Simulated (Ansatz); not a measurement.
# Grüneisen parameters and expansion of Hf (Hafnium, P6_3/mmc)

Which modes of Hf (Hafnium) drive its thermal expansion?

Method: DFT LDA, scalar-relativistic, plane waves, PAW; PAW set soft_1, in Ansatz 0.2.0.

**1. The structure**

The structure is hexagonal, space group P6_3/mmc (No. 194). The conventional cell has a = 3.197 Å, b = 3.197 Å, c = 5.058 Å, α = 90.00°, β = 90.00°, γ = 120.00°. Nearest to Hf lie 12 Hf at 3.13 to 3.20 Å.

**2. A first coarse run**

A cheap single point shows whether the cell is a metal or an insulator and how far it is from rest; that sets the k-mesh and the occupations of what follows.

Contents of input.yaml:

```yaml
crystal:
  lattice:
    - [3.1967, 0.0, 0.0]
    - [-1.59835, 2.7684234083, 0.0]
    - [0.0, 0.0, 5.0578]
  atoms:
    - { symbol: Hf, position: [0.3333333333, 0.6666666667, 0.25] }
    - { symbol: Hf, position: [0.6666666667, 0.3333333333, 0.75] }
kpoints:
  mp_grid: { grid: [6, 6, 4] }
hamiltonian:
  xc: lda
  pseudopotentials: { kind: paw, azcp: { folder: soft_1 }, xc_functional: pbe }
scf:
  occupations: { method: gaussian, width: 0.1 }
  lower_state_search: "off"
output:
  forces: true
  stress: true
  eigenvalues: true
```

The run is started by

```bash
$ ansatz run input.yaml --threads 18 --pin off --max-ram 92160MiB --backend cuda --events-out ev --progress --plain --runs-dir out --max-vram 78GiB
```

Numbers of over 12 decimals in the logs are rounded to 6 here.

Output:

```text
Engine: ansatz 0.2.0, aarch64-unknown-linux-gnu
Pseudopotentials: kind: paw
Pseudopotential: Hf, paw, valence charge 26, recommended cutoff 420 eV (normal), soft_1/Hf.paw.azcp
Functional definition: SPW92
  exchange = slater_x
  correlation = pw_c
device memory: the entry about to start is reckoned to put 1.0 GiB on a device that reports 111.4 GiB free (of which the cap on the GPU budget leaves the run 78.0 GiB)
GPU FFT provider: cuFFT
GPU libraries: cuBLAS 13.8.1, cuFFT 12.4.0, cuSOLVER 12.3.2
GPU matrix products: emulated (plane waves: as basis.precision tells), large ones in fixed point in workspaces of 1.00 GiB
Crystal: 2 atoms, lattice volume = 44.761 Å³
Basis set: ecut = 420 eV, 881 PW (Γ)
Bands: 32, of which v1, the nominal top of the filled ones, is band 26 counted from 1 (25 counted from 0)
Symmetry: 24 space group operations
Space group: P63/mmc (ITA 194), of the structure as read, at distance tolerance 3.6e-5 Å
k-points: 21 of 144
Non-local potential: Hf, projectors of the file, l = 0: 3, l = 1: 2, l = 2: 2, l = 3: 3
PAW form: soft (Blöchl's): semilocal exchange-correlation on the pseudo side does not see the compensation charge
PAW frozen core: Hf, regenerated for the run's functional, and the local potential with it (the file was generated under x = pbe(κ = 0.804, μ = 0.219515), c = pbe(β = 0.066725))
PAW one-centre angular grid: Hf, 590 points (default); XC on 64 Gauss nodes
Initial density: superposition of atomic densities (chi_scale 0.1, normalization cell)
Initial wavefunctions: pseudopotential atomic-orbital guess
GPU buffer pool allocated for 20736 grid points (all kernels)
GPU transforms: local potential and band sums: pruned to the plane-wave sphere, on 24×24×36
Functional: x = slater, c = lda
SCF iter   1: F=—  HF=-30955.119177 eV  |F-HF|=—  |Δ(HF+E_count)|=         —  Δρ=3.33e-2  dr2=6.15e-1  ethr=3.10e-3  ⟨swp⟩=4.6  Hψ=2359  notcnv=0
preconditioner: auto → Kerker (q_TF=auto, 2.797 Å⁻¹)  [metal: Δε(μ)=0.054 eV  Ē_g=16.951 eV  σ=0.100 eV  W_gap=0.30  n_scr=22 (ndim 8)  ℏωp=38.5 eV  f_vac=0.000  D(μ)=3.48/eV (n_scr^D=36)]
SCF iter   2: F=—  HF=-30954.983623 eV  |F-HF|=—  |Δ(HF+E_count)|=   1.36e-1  Δρ=2.13e-2  dr2=2.51e-1  ethr=1.18e-3  ⟨swp⟩=2.7  Hψ=1503  notcnv=0  defer=1
SCF iter   3: F=—  HF=-30954.952095 eV  |F-HF|=—  |Δ(HF+E_count)|=   3.15e-2  Δρ=8.67e-3  dr2=3.78e-2  ethr=4.82e-4  ⟨swp⟩=3.0  Hψ=1442  notcnv=0
SCF iter   4: F=—  HF=-30954.884397 eV  |F-HF|=—  |Δ(HF+E_count)|=   6.77e-2  Δρ=2.67e-3  dr2=1.53e-3  ethr=7.27e-5  ⟨swp⟩=3.1  Hψ=1468  notcnv=0
SCF iter   5: F=—  HF=-30954.888009 eV  |F-HF|=—  |Δ(HF+E_count)|=   3.61e-3  Δρ=1.64e-3  dr2=1.05e-3  ethr=2.94e-6  ⟨swp⟩=4.0  Hψ=1851  notcnv=0
SCF iter   6: F=—  HF=-30954.885319 eV  |F-HF|=—  |Δ(HF+E_count)|=   2.69e-3  Δρ=1.92e-4  dr2=1.12e-5  ethr=2.03e-6  ⟨swp⟩=3.3  Hψ=1518  notcnv=0
SCF iter   7: F=—  HF=-30954.885466 eV  |F-HF|=—  |Δ(HF+E_count)|=   1.46e-4  Δρ=5.81e-5  dr2=1.07e-6  ethr=2.16e-8  ⟨swp⟩=3.0  Hψ=1764  notcnv=0
SCF iter   8: F=-30954.885466 eV  HF=-30954.885466 eV  |F-HF|=2.50e-8  |Δ(HF+E_count)|=   1.27e-8  Δρ=1.16e-5  dr2=4.54e-8  ethr=1.92e-10  ⟨swp⟩=9.9  Hψ=5705  notcnv=0
SCF 1 converged in 8 iterations: F = -30954.885466 eV  dr2 = 4.54e-8
  greatest PAW one-centre occupation: 0.998 electrons in one spin orbital (limit 2), on the Hf atom at site 1 (counted from 0), in its partial waves of l = 3
SCF converged after 8 iterations
Free energy (F): -30954.885466 eV
Harris-Foulkes:  -30954.885466 eV  (|F-HF|=2.50e-8)
Internal energy: -30954.868033 eV  (E = F + TS)
E sigma→0 (E₀):  -30954.876749 eV
Entropy (-TS):   -0.017433 eV (-8.716 meV/atom)
Fermi energy:    17.870137 eV
--- Per-component energies (eV) ---
  E_band       = -37.381504
  E_kinetic    = 818.957343
  E_local      = -12664.003820  (includes V_loc(G=0)·N_el)
  E_nonlocal   = 142.914974
  E_hartree    = 6152.337709
  E_xc         = -528.601141
  E_vxc        = -509.625076  (∫ρ·V_xc dr)
  E_paw        = -14906.667261  (= ΣΔE_a)
  E_vpaw       = -130.303874  (= ΣTr[D̂ρ^β])
  E_aug_tail   = 0.000215  (compensation charges beyond the density's cutoff)
  E_ewald      = -9974.720229
  E_core_change = 4.914176  (= ΣΔE_core)
  E_smearing   = -0.017433  (= −TS)
  E_closure    = 0.000000  (closes the sum)
  Σ components = -30954.885466   (vs F -30954.885466, Δ=0.00e0)
--- Forces (eV/Å), atoms counted from 1 ---
  atom   1  Hf     0.00000000    -0.00000000    -0.00000000
  atom   2  Hf     0.00000000     0.00000000     0.00000000
  max |Σ_I F_I| component: 7.40e-17 eV/Å
--- Stress (GPa, compression-positive) ---
       -7.783635      -0.000000      -0.000000
       -0.000000      -7.783635      -0.000000
       -0.000000      -0.000000      -7.289107
  P = ⅓ Tr σ = -7.6188 GPa (-76.188 kbar)
--- Band table (eV; the first three rows and the last of 21) ---
  k-point 0: bands = [... 22 lower, 10.4604, 14.0921, 18.5756, 18.9186, 18.9186, 19.1983, 19.7286, 19.7286, ... 2 higher]
  k-point 1: bands = [... 22 lower, 11.0229, 13.7481, 17.9587, 18.7151, 18.7151, 18.7491, 19.3333, 19.3333, ... 2 higher]
  k-point 2: bands = [... 22 lower, 12.4394, 12.4394, 17.9502, 17.9502, 18.8023, 18.8023, 18.8023, 18.8023, ... 2 higher]
  k-point 20: bands = [... 22 lower, 16.0220, 16.0220, 16.3813, 16.3813, 17.6544, 17.6544, 20.2606, 20.2606, ... 2 higher]
```

Wall time 0.95 s (1 × NVIDIA GB200 with 18 threads of Arm Neoverse V2, shared host); peak memory 1 GiB; 1.6 s of CPU time.

Reading the cycles: dr2 is the Hartree energy of the density residual (eV), the measure of convergence; HF is the Harris–Foulkes estimate of the energy, which meets the free energy F at convergence.

This step gave:

- pressure: -7.619 GPa
- volume per atom: 22.38 Å³/atom
- gap on the k-mesh: 0 eV

The start is under -7.6 GPa at this level and looks like a metal on this mesh.

**3. Relaxation**

Phonons are second derivatives about a minimum, so cell and atoms are relaxed first, inside the symmetry of the start.

Edit input.yaml of step 2 so:

```diff
@@ -9,3 +9,3 @@
 kpoints:
-  mp_grid: { grid: [6, 6, 4] }
+  mp_grid: { grid: [15, 15, 8] }
 hamiltonian:
@@ -20 +20,6 @@
   eigenvalues: true
+relax:
+  adjacent_minimum: "off"
+  f_tol: 0.005
+  max_steps: 80
+  cell: { stress_tol: 0.05 }
```

Output:

```text
[...]
Crystal: 2 atoms, lattice volume = 44.761 Å³
Basis set: ecut = 420 eV, 881 PW (Γ)
Bands: 32, of which v1, the nominal top of the filled ones, is band 26 counted from 1 (25 counted from 0)
Symmetry: 24 space group operations
[...]
k-points: 135 of 1800
[...]
SCF iter   1: F=—  HF=-30955.146338 eV  |F-HF|=—  |Δ(HF+E_count)|=         —  Δρ=3.33e-2  dr2=6.13e-1  ethr=3.10e-3  ⟨swp⟩=5.1  Hψ=15213  notcnv=0
[...]
SCF iter   2: F=—  HF=-30955.010556 eV  |F-HF|=—  |Δ(HF+E_count)|=   1.36e-1  Δρ=2.12e-2  dr2=2.47e-1  ethr=1.18e-3  ⟨swp⟩=2.5  Hψ=7492  notcnv=0  defer=55
[...]
SCF iter   8: F=-30954.911707 eV  HF=-30954.911707 eV  |F-HF|=1.30e-8  |Δ(HF+E_count)|=   1.14e-8  Δρ=7.23e-6  dr2=2.61e-8  ethr=1.92e-10  ⟨swp⟩=9.9  Hψ=30135  notcnv=0
SCF 1 converged in 8 iterations: F = -30954.911707 eV  dr2 = 2.61e-8
[...]
relax step   1: F+E_penalty+E_count = -30954.91170724 eV  Δ(F+E_penalty+E_count) = +0.000e0 eV  max|allowed force component| = 1.943e-16 eV/Å  Δτ_max = 0.0000 Å  P = -7.663 GPa  Ω = 44.761 Å³  (8 SCF iters, dr2 threshold 1.00e-7 eV, accepted)
[...]
Crystal: 2 atoms, lattice volume = 38.499 Å³
Basis set: ecut = 420 eV, 749 PW (Γ)
[...]
iter 1 solved again at ethr=8.09e-6 eV; its pass at ethr=3.10e-3 eV (dr2=4.21e-3 eV) is discarded
[...]
SCF iter   2: F=—  HF=-30954.889617 eV  |F-HF|=—  |Δ(HF+E_count)|=   2.76e-3  Δρ=1.95e-3  dr2=7.12e-4  ethr=8.09e-6  ⟨swp⟩=2.0  Hψ=7301  notcnv=0
[...]
SCF iter   7: F=-30954.889180 eV  HF=-30954.889180 eV  |F-HF|=1.81e-9  |Δ(HF+E_count)|=   1.68e-7  Δρ=3.99e-6  dr2=5.61e-9  ethr=3.85e-10  ⟨swp⟩=7.1  Hψ=24661  notcnv=0
SCF 2 converged in 7 iterations: F = -30954.889180 eV  dr2 = 5.61e-9
relax step   2: F+E_penalty+E_count = -30954.88917993 eV  Δ(F+E_penalty+E_count) = +2.253e-2 eV  max|allowed force component| = 4.441e-16 eV/Å  Δτ_max = 0.0000 Å  P = +10.959 GPa  Ω = 38.499 Å³  energy of the carried Pulay correction = +1.460e-3 eV  (7 SCF iters, dr2 threshold 2.00e-7 eV, rejected (line search))
[...]
Crystal: 2 atoms, lattice volume = 41.950 Å³
[...]
SCF iter   9: F=-30954.989803 eV  HF=-30954.989803 eV  |F-HF|=3.64e-12  |Δ(HF+E_count)|=  7.28e-12  Δρ=6.74e-8  dr2=1.38e-12  ethr=1.00e-12  ⟨swp⟩=8.7  Hψ=29606  notcnv=0
SCF 3 converged in 9 iterations: F = -30954.989803 eV  dr2 = 1.38e-12
relax step   3: F+E_penalty+E_count = -30954.98980329 eV  Δ(F+E_penalty+E_count) = -7.810e-2 eV  max|allowed force component| = 1.388e-16 eV/Å  Δτ_max = 0.0000 Å  P = -0.834 GPa  Ω = 41.950 Å³  energy of the carried Pulay correction = +6.294e-4 eV  (9 SCF iters, accepted)
[...]
relax step   4: F+E_penalty+E_count = -30954.99064395 eV  Δ(F+E_penalty+E_count) = -8.407e-4 eV  max|allowed force component| = 1.110e-16 eV/Å  Δτ_max = 0.0000 Å  P = +0.082 GPa  Ω = 41.632 Å³  energy of the carried Pulay correction = +7.032e-4 eV  (4 SCF iters, dr2 threshold 2.00e-7 eV, accepted)
[...]
relax step   5: F+E_penalty+E_count = -30954.99064555 eV  Δ(F+E_penalty+E_count) = -1.598e-6 eV  max|allowed force component| = 3.325e-16 eV/Å  Δτ_max = 0.0000 Å  P = +0.000 GPa  Ω = 41.660 Å³  energy of the carried Pulay correction = +6.966e-4 eV  (4 SCF iters, dr2 threshold 2.22e-8 eV, accepted)
[...]
SCF iter   1: F=—  HF=-30954.990038 eV  |F-HF|=—  |Δ(HF+E_count)|=         —  Δρ=5.62e-5  dr2=1.67e-7  ethr=3.65e-9  ⟨swp⟩=4.7  Hψ=32933  notcnv=0
[...]
SCF iter   2: F=—  HF=-30954.990048 eV  |F-HF|=—  |Δ(HF+E_count)|=   1.04e-5  Δρ=5.28e-5  dr2=6.20e-7  ethr=3.21e-10  ⟨swp⟩=3.7  Hψ=11010  notcnv=0
[...]
SCF iter   6: F=-30954.990048 eV  HF=-30954.990048 eV  |F-HF|=7.28e-12  |Δ(HF+E_count)|=  9.82e-11  Δρ=1.11e-7  dr2=3.88e-12  ethr=1.00e-12  ⟨swp⟩=6.2  Hψ=29888  notcnv=0
SCF 6 converged in 6 iterations: F = -30954.990048 eV  dr2 = 3.88e-12
relax step   6: F+E_penalty+E_count = -30954.99004803 eV  Δ(F+E_penalty+E_count) = +5.975e-4 eV  max|allowed force component| = 3.325e-16 eV/Å  Δτ_max = 0.0000 Å  P = -0.011 GPa  Ω = 41.660 Å³  stress off target by 2.38e-2 GPa  SCF on the basis re-selected at this cell (its energy is not comparable with the rows above)  (6 SCF iters)
basis re-selected at this cell: Δ(F+E_penalty+E_count) = +5.975e-4 eV, ΔP = -0.011 GPa vs the last step (what re-selecting the basis moved, of the pressure what is left beyond the Pulay correction that the steps carried, after the strain that the cell walked since its last selection, with what the two solves' SCF thresholds leave and, on support functions, any second-order correction that the steps lacked; it is no m [...]
SCF converged after 6 iterations
Free energy (F): -30954.990048 eV
[...]
Internal energy: -30954.982380 eV  (E = F + TS)
E sigma→0 (E₀):  -30954.986214 eV
Entropy (-TS):   -0.007668 eV (-3.834 meV/atom)
Fermi energy:    19.307181 eV
[...]
--- Stress (GPa, compression-positive) ---
       -0.003911      -0.000000      -0.000000
        0.000000      -0.003911      -0.000000
       -0.000000      -0.000000      -0.023811
  P = ⅓ Tr σ = -0.0105 GPa (-0.105 kbar)
--- Band table (eV; the first three rows and the last of 135) ---
  k-point 0: bands = [... 22 lower, 11.7062, 15.3481, 20.3324, 20.4136, 20.4136, 20.7160, 21.3055, 21.3055, ... 2 higher]
  k-point 1: bands = [... 22 lower, 11.8637, 15.2962, 20.0721, 20.3229, 20.3229, 20.5838, 21.1753, 21.1753, ... 2 higher]
  k-point 2: bands = [... 22 lower, 12.3167, 15.0758, 19.5751, 20.1931, 20.1931, 20.2328, 20.8707, 20.8707, ... 2 higher]
  k-point 134: bands = [... 22 lower, 17.3648, 17.3648, 17.7603, 17.7603, 19.2163, 19.2163, 21.8737, 21.8737, ... 2 higher]
--- Relaxed structure (5 steps of the walk, 4 accepted, 1 SCFs on fresh bases) ---
  F+E_penalty+E_count = -30954.99004803 eV   max|allowed force component| = 3.325e-16 eV/Å   (the final SCF, on the basis selected at the relaxed cell)
  cell:  # Å, volume = 41.6602 Å³
    - [3.120772, 0.0, 0]
    - [-1.560386, 2.702667, -2.4167819591724692e-18]
    - [0, -4.415364989511426e-18, 4.939313]
  atoms:
    - { symbol: Hf, position: [0.333333, 0.666667, 0.25] }
    - { symbol: Hf, position: [0.666667, 0.333333, 0.75] }
```

It took 5.9 s on 1 × NVIDIA GB200 with 18 threads; peak memory 1 GiB; 24 s of CPU time.

The steps of the relaxation:

| step | energy less that of the first step (eV) | largest force component (eV/Å) | pressure (GPa) | volume (Å³) |
| --- | --- | --- | --- | --- |
| 1 | 0.0000 | 0.0000 | -7.66 | 44.76 |
| 2 | 0.0225 | 0.0000 | 10.96 | 38.50 |
| 3 | -0.0781 | 0.0000 | -0.83 | 41.95 |
| 4 | -0.0789 | 0.0000 | 0.08 | 41.63 |
| 5 | -0.0789 | 0.0000 | 0.00 | 41.66 |
| 6* | -0.0783 | 0.0000 | -0.01 | 41.66 |

Relaxation steps marked * repeat the geometry before them on a plane-wave basis chosen anew for their cell, so energy and pressure can jump there. Relaxation step 2 was tried and not accepted.

The run keeps the 24 symmetry operations that it works with, so distortions that break them were not tested.

| conventional cell, symmetrised | before | after | change |
| --- | --- | --- | --- |
| a (Å) | 3.197 | 3.121 | -2.4 % |
| b (Å) | 3.197 | 3.121 | -2.4 % |
| c (Å) | 5.058 | 4.939 | -2.3 % |
| volume (Å³/atom) | 22.38 | 20.83 | -6.9 % |

The relaxed structure:

```cif
data_structure
_symmetry_space_group_name_H-M 'P 1'
_symmetry_Int_Tables_number 1
_cell_length_a 3.1208
_cell_length_b 3.1208
_cell_length_c 4.9393
_cell_angle_alpha 90.000
_cell_angle_beta 90.000
_cell_angle_gamma 120.000
_cell_volume 41.66
loop_
_atom_site_label
_atom_site_type_symbol
_atom_site_fract_x
_atom_site_fract_y
_atom_site_fract_z
_atom_site_occupancy
Hf1 Hf 0.33333 0.66667 0.25000 1
Hf2 Hf 0.66667 0.33333 0.75000 1
```

This step gave:

* pressure: -0.01054 GPa
* volume per atom: 20.83 Å³/atom

The relaxation ends with a pressure of -0.01 GPa.

**4. Tight relaxation**

The thresholds are tightened for a last relaxation ahead of the phonons, and where mesh or smearing change with them the cell follows.

input.yaml, the sections that differ from step 3:

```yaml
crystal:
  lattice:
    - [3.1207715153, 0.0, 0.0]
    - [-1.5603857576, 2.7026674116, 0.0]
    - [0.0, 0.0, 4.93931317]
  atoms:
    - { symbol: Hf, position: [0.3333333333, 0.6666666667, 0.25] }
    - { symbol: Hf, position: [0.6666666667, 0.3333333333, 0.75] }
scf:
  occupations: { method: methfessel_paxton, width: 0.2 }
  lower_state_search: "off"
relax:
  adjacent_minimum: "off"
  f_tol: 0.001
  max_steps: 60
  cell: { stress_tol: 0.01 }
# kpoints, hamiltonian, output: as in step 3
```

Output:

```text
[...]
Crystal: 2 atoms, lattice volume = 41.660 Å³
Basis set: ecut = 420 eV, 809 PW (Γ)
Bands: 32, of which v1, the nominal top of the filled ones, is band 26 counted from 1 (25 counted from 0)
Symmetry: 24 space group operations
[...]
k-points: 135 of 1800
[...]
k-point 134: bands = [... 22 lower, 17.3661, 17.3661, 17.7616, 17.7616, 19.2182, 19.2182, 21.8749, 21.8749, ... 2 higher]
--- Relaxed structure (3 steps of the walk, 2 accepted, 1 SCFs on fresh bases) ---
[...]
cell:  # Å, volume = 41.6569 Å³
    - [3.120613, -2.886607382214365e-11, 0.0]
    - [-1.560306, 2.702530, 0.0]
    - [0.0, 0.0, 4.939431]
  atoms:
    - { symbol: Hf, position: [0.333333, 0.666667, 0.25] }
    - { symbol: Hf, position: [0.666667, 0.333333, 0.75] }
[key lines of the parts left out:]
SCF converged after 4 iterations
Free energy (F): -30954.985117 eV
Fermi energy:    19.317372 eV
P = ⅓ Tr σ = 0.0002 GPa (0.002 kbar)
```

It took 3.7 s on 1 × NVIDIA GB200 with 18 threads; peak memory 1.1 GiB.

Little changed from the start: no atom moved by 0.005 Å and no cell edge by 0.1 %.

This step gave:

```
pressure : 2.14e-4 GPa
```

The residual pressure is 2.1e-4 GPa, small enough for phonons.

(Part 1 of 4 ends here.)

[Logs are printed without paths, hosts, clocks, repeated set-up lines and the standing remarks that a program may print on its own settings, such as how far it seeks lower states.]

[Hosts, paths, dates, database ids (printed as entryN), source tags and the programs' standing remarks are cut or masked in the printed files.]

[A step with changed settings may run another functional than the one named; its input shows which.]


